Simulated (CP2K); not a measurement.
Two runs for the S L₂,₃ edge of 2-borylthiazole. Run A: CP2K XAS_TDP, all-electron GAPW, PBEh(45%), aug-cc-pVDZ, TDA, ZORA, spin–orbit coupling. Run B differs in one setting.

First lines with a strength over 0.0003. A:

| atom | energy (eV) | states | strength, one atom |
| --- | --- | --- | --- |
| S6 (bonded to 2 C) | 164.70 | 1 | 0.0022 |
|  | 165.00 | 1 | 0.0019 |
|  | 165.78 | 2 | 0.0016 |
|  | 166.07 | 1 | 0.0031 |
|  | 166.47 | 1 | 0.0007 |

B:

| atom | energy (eV) | states | strength, one atom |
| --- | --- | --- | --- |
| S6 (bonded to 2 C) | 160.97 | 1 | 0.0021 |
|  | 161.21 | 1 | 0.0015 |
|  | 162.07 | 2 | 0.0014 |
|  | 162.28 | 1 | 0.0013 |
|  | 162.32 | 2 | 0.0013 |

Q: Which was it: GW2X switched on, the functional, the basis?

The functional (functional from PBEh(45%) to PBE0; the lines alone don't name the new value). A functional moves all lines by electronvolts and changes their spacings and strengths. The lowest line over the strength cut lies at 160.97 eV, against 164.70 eV (PBEh(45%), aug-cc-pVDZ).

[Hosts, paths, dates, database ids (printed as entryN), source tags and the programs' standing remarks are cut or masked in the printed files.]
